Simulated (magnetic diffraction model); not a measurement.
## Which magnetic order? Dy₃Ti₂Ge₂

Space group Cmcm (no. 63), a = 4.0300 Å, b = 10.6580 Å, c = 13.9750 Å.

```csv
site,atom,x,y,z
4c,Dy,1/2,0.0490,1/4
8f,Dy,1/2,0.3255,0.0970
4b,Ge,1/2,0,0
4c,Ge,0,0.2739,1/4
8f,Ti,0,0.1171,0.1100
```

This is a made-up structure (elements placed in a structure type, unrelaxed), so the numbers test the method and describe no known phase.

Only Dy is taken to order (form factors of Dy3+); orders and moment sizes are assumed, and not adapted to the symmetry. Radiation: neutrons of λ = 2.36 Å (absorption by Dy left out), 5° to 60°; isotropic B of 0.35 Å² (Dy), 0.35 Å² (Ge) and 0.42 Å² (Ti). Simulated constant-wavelength pattern: nuclear and magnetic terms add, the magnetic one as |2.695 fm × Σ f S⊥ exp(2πi Q·r) exp(−B s²)|², summed over all Q at one angle with the factor 1/(sin²θ cos θ). For collinear order S is the moment m, which repeats by lattice and centring translations R with the sign exp(−2πi k·R). Free-ion form factors, Sears's scattering lengths of 1992, no absorption; a label names one of the reflections at its angle. The strongest nuclear line in the range is 100, and lines under 0.2 are left out.

Above the ordering temperature:

```csv
2θ (°),index,I
19.45,(0 0 2),4.4
25.59,(0 2 0),2.3
27.42,(0 2 1),17.2
32.34,(0 2 2),1.7
36.48,(1 1 0),14.2
37.84,(1 1 1),34.1
39.32,(0 2 3),85.6
39.48,(0 0 4),5.2
41.67,(1 1 2),17.7
47.49,(1 1 3),100.0
47.64,(0 2 4),34.0
52.56,(1 3 0),63.0
52.57,(0 4 0),4.4
53.59,(1 3 1),29.0
53.59,(0 4 1),45.2
54.84,(1 1 4),63.8
56.57,(1 3 2),8.7
56.58,(0 4 2),1.3
56.94,(0 2 5),1.3
```

Below it (cell unchanged):

```tsv
2θ (°)	I
9.69	94.3
19.45	31.3
25.59	58.7
27.42	147.4
29.35	45.0
32.34	27.6
36.48	32.4
37.84	163.2
39.32	95.5
39.48	11.2
41.67	67.0
47.49	130.5
47.64	35.6
49.95	6.6
52.56	86.7
52.57	4.9
53.59	44.7
53.59	54.6
54.84	96.7
56.57	48.2
56.58	18.6
56.94	4.5
```

**Question.** Find the propagation vector, then choose among these models:
A. collinear moments along [111], 9.7 μB on Dy; signs + at (1/2, 0.0490, 1/4), + at (0, 0.4510, 3/4), + at (1/2, 0.3255, 0.0970), − at (0, 0.1745, 0.9030), + at (1/2, 0.3255, 0.4030), − at (0, 0.1745, 0.5970)
B. collinear moments along [111], 9.7 μB on Dy; signs + at (1/2, 0.0490, 1/4), − at (0, 0.4510, 3/4), + at (1/2, 0.3255, 0.0970), + at (0, 0.1745, 0.9030), − at (1/2, 0.3255, 0.4030), + at (0, 0.1745, 0.5970)
C. collinear moments along [001], 9.7 μB on Dy; signs + at (1/2, 0.0490, 1/4), − at (0, 0.4510, 3/4), + at (1/2, 0.3255, 0.0970), + at (0, 0.1745, 0.9030), − at (1/2, 0.3255, 0.4030), + at (0, 0.1745, 0.5970)
D. collinear moments along [001], 9.7 μB on Dy; signs + at (1/2, 0.0490, 1/4), + at (0, 0.4510, 3/4), + at (1/2, 0.3255, 0.0970), − at (0, 0.1745, 0.9030), + at (1/2, 0.3255, 0.4030), − at (0, 0.1745, 0.5970)

No line moves, and magnetic intensity falls on nuclear lines such as the one at 27.42°; new lines at (0 0 1), (0 0 3) and (0 0 5) have whole indices that obey the lattice centring, at places with no nuclear intensity to speak of, so the magnetic cell equals the chemical primitive cell: k = 0.

Magnetic intensity, observed (below minus above) and for each model:

| 2θ (°) | index | observed | A | B | C | D |
| --- | --- | --- | --- | --- | --- | --- |
| 9.69 | (0 0 1) | 94.3 | 144.6 | 94.3 | <0.2 | <0.2 |
| 25.59 | (0 2 0) | 56.4 | 82.1 | 56.4 | 86.7 | 126.2 |
| 27.42 | (0 2 1) | 130.2 | 31.8 | 130.2 | 127.5 | 44.9 |
| 29.35 | (0 0 3) | 45.0 | 42.8 | 45.0 | <0.2 | <0.2 |
| 36.48 | (1 1 0) | 18.2 | 134.0 | 18.2 | 19.9 | 146.8 |
| 37.84 | (1 1 1) | 129.1 | 21.4 | 129.1 | 149.5 | 22.7 |
| 53.59 | (1 3 1) | 15.7 | 45.8 | 15.7 | 20.4 | 57.5 |
| 56.57 | (1 3 2) | 39.5 | 7.5 | 39.5 | 37.4 | 9.0 |

Model B matches.

The structure used: k = (0 0 0), collinear moments along [111], 9.7 μB on Dy; signs + at (1/2, 0.0490, 1/4), − at (0, 0.4510, 3/4), + at (1/2, 0.3255, 0.0970), + at (0, 0.1745, 0.9030), − at (1/2, 0.3255, 0.4030), + at (0, 0.1745, 0.5970).

[Logs are printed without paths, hosts, clocks, repeated set-up lines and the standing remarks that a program may print on its own settings, such as how far it seeks lower states.]
